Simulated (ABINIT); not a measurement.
# CsH (F-43m): phonons by linear response, part 2 of 3

Wanted: phonon bands, density of states and zone-centre response of CsH (F-43m).

ABINIT 10.8.3; DFT LDA, scalar-relativistic, plane waves, PseudoDojo norm-conserving pseudopotentials.

So far. Step 4 (Relaxation): The volume changes by +0.9 % in this run and stands +0.9 % from the first cell. The relaxed cell has a = 6.685 Å (conventional setting).

The structure was built from a prototype and need not be the compound's stable phase.

## 7. Zone-centre response

The derivative of the wavefunctions by k comes first, since the response to a field is built on it; then the field and the displacements that symmetry doesn't supply are solved at q = 0.

It reads the wavefunctions written in step 5.

The input, dfpt_gamma.abi:

```
ndtset 2

# common to the responses
getwfk_filepath "gso_WFK"
kptopt 2
nqpt 1
qpt 0.0 0.0 0.0
asr 0
chneut 0

# d/dk
rfelfd1 2
rfdir1 1 1 1
iscf1 -3
tolwfr1 1.0d-20

# displacements, field
rfphon2 1
rfatpol2 1 2
rfdir2 1 1 1
rfelfd2 3
getddk2 1
tolvrs2 1.0d-10
prtwf2 0

# basis, mesh and filling
ecut 31.0
ngkpt 6 6 6
nshiftk 1
shiftk 0.0 0.0 0.0
istwfk *1
occopt 1
nband 5
nstep 100
diemac 9.0
prtebands 0
prtgsr 0
useylm 1

# cell and atoms
acell 3*1.0 Angstrom
rprim 
    0.0 3.342634312 3.342634312
    3.342634312 0.0 3.342634312
    3.342634312 3.342634312 0.0
ntypat 2
znucl 55 1
natom 2
typat 1 2
xred 
    0.0 0.0 0.0
    0.25 0.25 0.25
pp_dirpath "./pseudo"
pseudos "Cs.upf, H.upf"
```

The run is started by

```console
OMP_NUM_THREADS=1 mpirun -n 4 abinit dfpt_gamma.abi > dfpt_gamma.log
```

Numbers of over 12 decimals in the logs are rounded to 6 here.

dfpt_gamma.abo, the main output file:

```text
[banners, grids, parts of the stress and lines that vanish by symmetry left out]
- input  file    -> dfpt_gamma.abi
- output file    -> dfpt_gamma.abo
- root for input  files -> dfpt_gammai
[...]
DATASET    1 : space group F-4 3 m (#216); Bravais cF (face-center cubic)
[...]
nfft =      110592          nkpt =         112
[...]
DATASET    2 : space group F-4 3 m (#216); Bravais cF (face-center cubic)
[...]
nfft =      110592          nkpt =         112
[...]
== DATASET  1 ==================================================================
[...]
cutoff_energies: {ecut:  31.0, pawecutdg:  -1.0, }
[...]
-  1.00000   1.00000  180309                  znucl, zion, pspdat
[...]
Perturbation : derivative vs k along direction   1
[...]
-ETOT  1  -8.434857     -8.435E+00 1.683E-02 0.000E+00
 ETOT  2  -8.438260     -3.403E-03 2.262E-04 0.000E+00
 ETOT  3  -8.438396     -1.361E-04 1.132E-05 0.000E+00
 ETOT  4  -8.438405     -8.886E-06 8.097E-07 0.000E+00
 ETOT  5  -8.438406     -6.414E-07 6.662E-08 0.000E+00
[...]
At SCF step   17   max residual=  9.97E-21 < tolwfr=  1.00E-20 =>converged.
[...]
Perturbation : derivative vs k along direction   2
[...]
-ETOT  1  -8.434861     -8.435E+00 1.678E-02 0.000E+00
[...]
At SCF step   17   max residual=  9.97E-21 < tolwfr=  1.00E-20 =>converged.
[...]
Perturbation : derivative vs k along direction   3
[...]
-ETOT  1  -8.434857     -8.435E+00 1.682E-02 0.000E+00
[...]
At SCF step   17   max residual=  9.97E-21 < tolwfr=  1.00E-20 =>converged.
[...]
1        1       1.9453897448   -0.0000000000
     1        2       0.9726948724   -0.0000000000
     1        3       0.9726948724    0.0000000000
     2        1       0.9726948724   -0.0000000000
     2        2       1.9453897448   -0.0000000000
     2        3       0.9726948724    0.0000000000
     3        1       0.9726948724    0.0000000000
     3        2       0.9726948724    0.0000000000
     3        3       1.9453897448    0.0000000000
[...]
== DATASET  2 ==================================================================
[...]
cutoff_energies: {ecut:  31.0, pawecutdg:  -1.0, }
[...]
Perturbation : displacement of atom   1   along direction   1
[...]
-ETOT  1   1.255456     -7.615E+02 3.743E+00 4.843E+01
[...]
At SCF step   12       vres2   =  2.16E-12 < tolvrs=  1.00E-10 =>converged.
[...]
Perturbation : displacement of atom   2   along direction   1
[...]
-ETOT  1   1.245190     -7.551E+01 7.448E-02 1.995E+03
[...]
At SCF step   12       vres2   =  1.19E-12 < tolvrs=  1.00E-10 =>converged.
[...]
Perturbation : homogeneous electric field along direction   1
[...]
-ETOT  1  -48.557604399639     -4.856E+01 1.993E-01 3.366E+04
[...]
ETOT 12  -55.709000215820     -2.615E-12 1.784E-13 4.341E-10
 ETOT 13  -55.709000215821     -2.487E-13 1.991E-14 6.227E-12
 At SCF step   13       vres2   =  6.23E-12 < tolvrs=  1.00E-10 =>converged.
[...]
Dielectric tensor, in cartesian coordinates,
[...]
1    4   1    4         2.8715287294        -0.0000000000
   1    4   2    4        -0.0000000000        -0.0000000000
   1    4   3    4        -0.0000000000        -0.0000000000
   2    4   1    4        -0.0000000000        -0.0000000000
   2    4   2    4         2.8715287294        -0.0000000000
   2    4   3    4        -0.0000000000        -0.0000000000
   3    4   1    4        -0.0000000000        -0.0000000000
   3    4   2    4        -0.0000000000        -0.0000000000
   3    4   3    4         2.8715287294        -0.0000000000
  Effective charges, in cartesian coordinates,
[...]
1    1   1    4         0.9891013786         0.0000000000
   2    1   1    4        -0.0000000000         0.0000000000
   3    1   1    4         0.0000000000         0.0000000000
   1    2   1    4        -0.9890214463         0.0000000000
   2    2   1    4        -0.0000000000         0.0000000000
[...]
Effective charges, in cartesian coordinates,
[...]
2    4   1    2         0.0000000000         0.0000000000
   3    4   1    2         0.0000000000         0.0000000000
   1    4   2    2         0.0000000000         0.0000000000
   2    4   2    2        -0.9890214337         0.0000000000
   3    4   2    2        -0.0000000000         0.0000000000
   1    4   3    2         0.0000000000         0.0000000000
   2    4   3    2        -0.0000000000         0.0000000000
   3    4   3    2        -0.9890214337         0.0000000000
  Phonon wavevector (reduced coordinates) :  0.00000  0.00000  0.00000
 Phonon energies in Hartree :
[...]
Phonon frequencies in cm-1    :
-  8.086400E-02  8.086454E-02  8.086617E-02  5.415959E+02  5.415959E+02
-  5.415959E+02
  Phonon at Gamma, with non-analyticity in the
[...]
Phonon energies in Hartree :
[...]
Phonon frequencies in cm-1    :
-  8.086400E-02  8.086454E-02  8.090466E-02  5.415959E+02  5.415959E+02
-  7.194772E+02
  Phonon at Gamma, with non-analyticity in the
[...]
Phonon energies in Hartree :
[...]
Phonon frequencies in cm-1    :
-  8.086400E-02  8.086617E-02  8.090303E-02  5.415959E+02  5.415959E+02
-  7.194772E+02
  Phonon at Gamma, with non-analyticity in the
[...]
Phonon energies in Hartree :
[...]
Phonon frequencies in cm-1    :
-  8.086454E-02  8.086617E-02  8.090249E-02  5.415959E+02  5.415959E+02
-  7.194772E+02
[...]
fcart2     0.0000000000E+00  0.0000000000E+00  0.0000000000E+00
           strten2     0.0000000000E+00  0.0000000000E+00  0.0000000000E+00
================================================================================
```

Wall time 1.8 min (4 MPI ranks of Arm Neoverse V2, shared host); 7.3 min of CPU time.

Read from the output:

| Quantity | Value |
| --- | --- |
| miss of the charge sum rule | 7.99e-5 e |
| largest acoustic frequency at the zone centre before the sum rule | 0.08 cm⁻¹ |
| highest optical zone-centre mode (no LO-TO term) | 541.6 cm⁻¹ |
| lowest optical zone-centre mode | 541.6 cm⁻¹ |
| mean high-frequency dielectric constant | 2.872 |
| largest Born charge in size (third of the trace) | 0.9891 e |

Born charge (rows field, columns displacement), before the sum rule (e), principal values of the symmetric part by kind of site:

```
atom  atoms with these values      low   middle     high     mean
 Cs1                        1   0.9891   0.9891   0.9891   0.9891
  H2                        1  -0.9890  -0.9890  -0.9890  -0.9890
```

In full for Cs1:

```
0.9891 0.0000 0.0000
0.0000 0.9891 0.0000
0.0000 0.0000 0.9891
```

High-frequency dielectric tensor:

```
2.87 0.00 0.00
0.00 2.87 0.00
0.00 0.00 2.87
```

The acoustic modes at Γ come out as far as 0.1 cm⁻¹ from zero, where they should vanish, a small numerical error; the Born charges miss their sum rule by 8.0e-5 e, which is good.

## 8. Zone-centre analysis

anaddb reads the merged derivatives, imposes the acoustic sum rule and charge neutrality, and adds the LO-TO term along chosen directions.

The input, anaddb.abi:

```
ddb_filepath "gamma_DDB"
output_file "anaddb.abo"
outdata_prefix "anaddb"
asr 1
chneut 1
enunit 2
eivec 1
nph1l 1
qph1l 0.0 0.0 0.0 1.0
dieflag 1
nph2l 3
qph2l 
    1.0 0.0 0.0 0.0
    0.0 0.0 1.0 0.0
    1.0 1.0 1.0 0.0
```

The input, mrgddb.in:

```
gamma_DDB
merged
2
dfpt_gammao_DS2_DDB
gso_DDB
```

The run is started by

```console
mrgddb < mrgddb.in > mrgddb.log
OMP_NUM_THREADS=1 anaddb anaddb.abi > anaddb.log
```

anaddb.abo, the main output file:

```text
[banners, grids, parts of the stress and lines that vanish by symmetry left out]
-outvars_anaddb: echo values of input variables ----------------------

 Flags :
[...]
Dielectric Tensor and Effective Charges
[...]
Effective charge tensors after
[...]
Phonon wavevector (reduced coordinates) :  0.00000  0.00000  0.00000
 Phonon energies in Hartree :
[...]
Phonon energies in meV     :
-  0.000000E+00  0.000000E+00  0.000000E+00  6.714932E+01  6.714932E+01
-  6.714932E+01
 Phonon frequencies in cm-1    :
-  0.000000E+00  0.000000E+00  0.000000E+00  5.415958E+02  5.415958E+02
-  5.415958E+02
 Phonon frequencies in Thz     :
-  0.000000E+00  0.000000E+00  0.000000E+00  1.623663E+01  1.623663E+01
-  1.623663E+01
 Phonon energies in Kelvin  :
-  0.000000E+00  0.000000E+00  0.000000E+00  7.792355E+02  7.792355E+02
-  7.792355E+02
[...]
-  1  0.00000000E+00  0.00000000E+00 -2.02398821E-03
-     0.00000000E+00  0.00000000E+00  0.00000000E+00
-  2  0.00000000E+00  0.00000000E+00 -2.02398835E-03
-     0.00000000E+00  0.00000000E+00  0.00000000E+00
[...]
-  1  0.00000000E+00 -2.02398821E-03  0.00000000E+00
-     0.00000000E+00  0.00000000E+00  0.00000000E+00
-  2  0.00000000E+00 -2.02398835E-03  0.00000000E+00
-     0.00000000E+00  0.00000000E+00  0.00000000E+00
[...]
-  1  2.02398821E-03  0.00000000E+00  0.00000000E+00
-     0.00000000E+00  0.00000000E+00  0.00000000E+00
-  2  2.02398835E-03  0.00000000E+00  0.00000000E+00
-     0.00000000E+00  0.00000000E+00  0.00000000E+00
[...]
-  1  0.00000000E+00  0.00000000E+00 -1.76260089E-04
-     0.00000000E+00  0.00000000E+00  0.00000000E+00
-  2  0.00000000E+00  9.67457260E-07  2.32413848E-02
-     0.00000000E+00  0.00000000E+00  0.00000000E+00
[...]
-  1  0.00000000E+00  1.76260085E-04  0.00000000E+00
-     0.00000000E+00  0.00000000E+00  0.00000000E+00
-  2 -4.76341925E-06 -2.32413843E-02  9.67446499E-07
-     0.00000000E+00  0.00000000E+00  0.00000000E+00
[...]
-  1  1.76260086E-04  0.00000000E+00  0.00000000E+00
-     0.00000000E+00  0.00000000E+00  0.00000000E+00
-  2 -2.32413843E-02  4.76341706E-06  0.00000000E+00
-     0.00000000E+00  0.00000000E+00  0.00000000E+00
[...]
-     1         -0.000000    -0.000000     0.000000     0.000000
-     2         -0.000000     0.000000     0.000000     0.000000
-     3         -0.000000    -0.000000     0.000000     0.000000
-     4          0.000002    -0.000041    -0.996534     0.996534
-     5          0.000204     0.996534    -0.000041     0.996534
-     6          0.996534    -0.000204     0.000002     0.996534
[...]
-   1     Real    0.0000E+00  0.0000E+00  0.0000E+00  0.0000E+00  0.0000E+00  0.0000E+00  0.0000E+00
[...]
-   2     Real    0.0000E+00  0.0000E+00  0.0000E+00  0.0000E+00  0.0000E+00  0.0000E+00  0.0000E+00
[...]
-   3     Real    0.0000E+00  0.0000E+00  0.0000E+00  0.0000E+00  0.0000E+00  0.0000E+00  0.0000E+00
[...]
-   4     Real    0.0000E+00  9.2955E-13  5.3645E-04 -5.0353E-14 -1.2096E-09  2.2331E-08  5.3645E-04
[...]
-   5     Real    2.2534E-11  5.3645E-04  9.2953E-13  1.0995E-07 -4.5767E-12 -2.2330E-08  5.3645E-04
[...]
-   6     Real    5.3645E-04  2.2534E-11  0.0000E+00 -1.0995E-07  1.2142E-09 -2.4886E-13  5.3645E-04
[...]
Phonon at Gamma, with non-analyticity in the
[...]
Phonon energies in Hartree :
[...]
Phonon energies in meV     :
-  0.000000E+00  0.000000E+00  0.000000E+00  6.714932E+01  6.714932E+01
-  8.920533E+01
 Phonon frequencies in cm-1    :
-  0.000000E+00  0.000000E+00  0.000000E+00  5.415958E+02  5.415958E+02
-  7.194895E+02
 Phonon frequencies in Thz     :
-  0.000000E+00  0.000000E+00  0.000000E+00  1.623663E+01  1.623663E+01
-  2.156975E+01
 Phonon energies in Kelvin  :
-  0.000000E+00  0.000000E+00  0.000000E+00  7.792355E+02  7.792355E+02
-  1.035185E+03
[...]
-  1  0.00000000E+00  0.00000000E+00 -2.02398821E-03
-     0.00000000E+00  0.00000000E+00  0.00000000E+00
-  2  0.00000000E+00  0.00000000E+00 -2.02398835E-03
-     0.00000000E+00  0.00000000E+00  0.00000000E+00
[...]
Phonon at Gamma, with non-analyticity in the
[...]
Phonon energies in Hartree :
[...]
Phonon energies in meV     :
-  0.000000E+00  0.000000E+00  0.000000E+00  6.714932E+01  6.714932E+01
-  8.920533E+01
 Phonon frequencies in cm-1    :
-  0.000000E+00  0.000000E+00  0.000000E+00  5.415958E+02  5.415958E+02
-  7.194895E+02
 Phonon frequencies in Thz     :
-  0.000000E+00  0.000000E+00  0.000000E+00  1.623663E+01  1.623663E+01
-  2.156975E+01
 Phonon energies in Kelvin  :
-  0.000000E+00  0.000000E+00  0.000000E+00  7.792355E+02  7.792355E+02
-  1.035185E+03
[...]
Phonon at Gamma, with non-analyticity in the
[...]
Phonon energies in Hartree :
[...]
Phonon energies in meV     :
-  0.000000E+00  0.000000E+00  0.000000E+00  6.714932E+01  6.714932E+01
-  8.920533E+01
 Phonon frequencies in cm-1    :
-  0.000000E+00  0.000000E+00  0.000000E+00  5.415958E+02  5.415958E+02
-  7.194895E+02
 Phonon frequencies in Thz     :
-  0.000000E+00  0.000000E+00  0.000000E+00  1.623663E+01  1.623663E+01
-  2.156975E+01
 Phonon energies in Kelvin  :
-  0.000000E+00  0.000000E+00  0.000000E+00  7.792355E+02  7.792355E+02
-  1.035185E+03
[...]
-  1  0.00000000E+00 -2.02398821E-03  0.00000000E+00
-     0.00000000E+00  0.00000000E+00  0.00000000E+00
-  2  0.00000000E+00 -2.02398833E-03  0.00000000E+00
-     0.00000000E+00  0.00000000E+00  0.00000000E+00
[...]
-  1  2.02398821E-03  0.00000000E+00  0.00000000E+00
-     0.00000000E+00  0.00000000E+00  0.00000000E+00
-  2  2.02398833E-03  0.00000000E+00  0.00000000E+00
-     0.00000000E+00  0.00000000E+00  0.00000000E+00
[...]
-  1  3.07547934E-05  1.06378164E-04 -1.37132957E-04
-     0.00000000E+00  0.00000000E+00  0.00000000E+00
-  2 -4.05527985E-03 -1.40268614E-02  1.80821413E-02
-     0.00000000E+00  0.00000000E+00  0.00000000E+00
[...]
-  1  1.40591211E-04 -9.69300381E-05 -4.36611733E-05
-     0.00000000E+00  0.00000000E+00  0.00000000E+00
-  2 -1.85381413E-02  1.27810460E-02  5.75709530E-03
-     0.00000000E+00  0.00000000E+00  0.00000000E+00
[...]
Direction                     Dielectric constant
[...]
0.00000   0.00000   1.00000      5.06770755
   1.00000   1.00000   1.00000      5.06770755
-
```

Wall time 0.49 s (1 thread).

Read from the output:

```yaml
miss_of_the_charge_sum_rule: 8.00e-5 e
mean_static_dielectric_constant: 5.068
highest_mode_moved_by_the_lo_to_term: 719.5 cm⁻¹
```

No LO-TO term; unit eigenvectors of the mass-weighted matrix, from anaddb's displacements. The modes at Γ (shares of kinetic energy by element, %):

```csv
mode,frequency (cm⁻¹),symmetry,Cs %,H %
1,0.0,acoustic,99,1
2,0.0,acoustic,99,1
3,0.0,acoustic,99,1
4,541.6,T2,1,99
5,541.6,T2,1,99
6,541.6,T2,1,99
```

Displacements in mode 5 (541.6 cm⁻¹), the largest set to 1:
```
Cs1  0.00  0.01  0.00
H2   0.00 -1.00  0.00
```

Trace of the oscillator strength, degenerate modes summed. Infrared lines, with heights relative to the strongest:

| position (cm⁻¹) | lines merged | IR intensity, relative |
| --- | --- | --- |
| 542 | 3 | 100 |

Static dielectric tensor (ions relaxed, fixed cell):

```
5.07 0.00 0.00
0.00 5.07 0.00
0.00 0.00 5.07
```

The rule moves no optical mode by more than 0.1 cm⁻¹.

## 9. Phonons on a q mesh

Linear response treats each wavevector in the unit cell, with no supercell; the 2×2×2 mesh fixes the range of the force constants to be had.

The input, dfpt_q.abi:

```
ndtset 2

# wavevectors
qpt1 0.5 0.0 0.0
qpt2 0.5 0.5 0.0

# displacements
getwfk_filepath "gso_WFK"
getwfq_filepath "gso_WFK"
kptopt 3
nqpt 1
rfphon 1
rfatpol 1 2
rfdir 1 1 1
tolvrs 1.0d-10
prtwf 0

# basis, mesh and filling
ecut 31.0
ngkpt 6 6 6
nshiftk 1
shiftk 0.0 0.0 0.0
istwfk *1
occopt 1
nband 5
nstep 100
diemac 9.0
prtebands 0
prtgsr 0
useylm 1

# cell and atoms
acell 3*1.0 Angstrom
rprim 
    0.0 3.342634312 3.342634312
    3.342634312 0.0 3.342634312
    3.342634312 3.342634312 0.0
ntypat 2
znucl 55 1
natom 2
typat 1 2
xred 
    0.0 0.0 0.0
    0.25 0.25 0.25
pp_dirpath "./pseudo"
pseudos "Cs.upf, H.upf"
```

The run is started by

```console
OMP_NUM_THREADS=1 mpirun -n 4 abinit dfpt_q.abi > dfpt_q.log
```

dfpt_q.abo, the main output file:

```text
[banners, grids, parts of the stress and lines that vanish by symmetry left out]
- input  file    -> dfpt_q.abi
- output file    -> dfpt_q.abo
- root for input  files -> dfpt_qi
[...]
DATASET    1 : space group F-4 3 m (#216); Bravais cF (face-center cubic)
[...]
nfft =      110592          nkpt =         216
[...]
DATASET    2 : space group F-4 3 m (#216); Bravais cF (face-center cubic)
[...]
nfft =      110592          nkpt =         216
[...]
== DATASET  1 ==================================================================
[...]
cutoff_energies: {ecut:  31.0, pawecutdg:  -1.0, }
[...]
Perturbation : displacement of atom   1   along direction   1
[...]
-ETOT  1   2.003407     -8.609E+02 3.753E+00 8.072E+02
 ETOT  2   1.583820     -4.196E-01 6.371E-03 1.024E+02
 ETOT  3   1.577823     -5.997E-03 2.409E-04 9.921E+01
 ETOT  4   1.574068     -3.756E-03 2.265E-05 1.044E+01
 ETOT  5   1.573756     -3.118E-04 4.015E-06 9.462E-01
[...]
At SCF step   14       vres2   =  2.63E-11 < tolvrs=  1.00E-10 =>converged.
[...]
Perturbation : displacement of atom   1   along direction   2
[...]
-ETOT  1   1.349647     -7.688E+02 3.728E+00 4.453E+01
[...]
At SCF step   12       vres2   =  2.64E-11 < tolvrs=  1.00E-10 =>converged.
[...]
Perturbation : displacement of atom   2   along direction   1
[...]
-ETOT  1   2.195887     -7.579E+01 6.073E-02 1.853E+04
[...]
At SCF step   15       vres2   =  5.81E-12 < tolvrs=  1.00E-10 =>converged.
[...]
Perturbation : displacement of atom   2   along direction   2
[...]
-ETOT  1   1.227459     -7.562E+01 7.144E-02 2.194E+03
[...]
At SCF step   12       vres2   =  2.57E-12 < tolvrs=  1.00E-10 =>converged.
[...]
Phonon wavevector (reduced coordinates) :  0.50000  0.00000  0.00000
 Phonon energies in Hartree :
[...]
Phonon frequencies in cm-1    :
-  1.266571E+01  1.266571E+01  6.804121E+01  5.319023E+02  5.319023E+02
-  6.677977E+02
[...]
== DATASET  2 ==================================================================
[...]
cutoff_energies: {ecut:  31.0, pawecutdg:  -1.0, }
[...]
Perturbation : displacement of atom   1   along direction   1
[...]
-ETOT  1   1.838235     -8.286E+02 3.749E+00 9.872E+02
[...]
At SCF step   13       vres2   =  7.73E-11 < tolvrs=  1.00E-10 =>converged.
[...]
Perturbation : displacement of atom   2   along direction   1
[...]
-ETOT  1   1.938626     -7.565E+01 7.236E-02 1.108E+04
[...]
ETOT 12   1.135373     -3.098E-12 1.887E-13 3.037E-10
 ETOT 13   1.135373     -2.061E-12 1.920E-14 6.514E-11
 At SCF step   13       vres2   =  6.51E-11 < tolvrs=  1.00E-10 =>converged.
[...]
Phonon wavevector (reduced coordinates) :  0.50000  0.50000  0.00000
 Phonon energies in Hartree :
[...]
Phonon frequencies in cm-1    :
-  2.944430E+01  2.944430E+01  6.298350E+01  5.136988E+02  5.136988E+02
-  6.958086E+02
[...]
strten1     0.0000000000E+00  0.0000000000E+00  0.0000000000E+00
           strten2     0.0000000000E+00  0.0000000000E+00  0.0000000000E+00
================================================================================
```

The job ended after 3.6 min (4 MPI ranks; 14 min of CPU time).

This step gave:

```yaml
lowest_mode_on_the_q_mesh_acoustic_ones_at_the_zone_centre_apart: 12.67 cm⁻¹
```

Frequencies (cm⁻¹) before the sum rule at the irreducible wavevectors but Γ, which is solved apart; negative means imaginary. Frequencies by wavevector:

```
q (fractions)  star  mode 1  mode 2  mode 3  mode 4  mode 5  mode 6
      0.5 0 0     4   12.67   12.67   68.04   531.9   531.9   667.8
    0.5 0.5 0     3   29.44   29.44   62.98   513.7   513.7   695.8
```

(Continued in part 3 of 3.)

[Host names and launcher messages were left out of these logs when they were recorded.]

[Logs are printed without paths, hosts, clocks, repeated set-up lines and the standing remarks that a program may print on its own settings, such as how far it seeks lower states.]

[Hosts, paths, dates, database ids (printed as entryN), source tags and the programs' standing remarks are cut or masked in the printed files.]
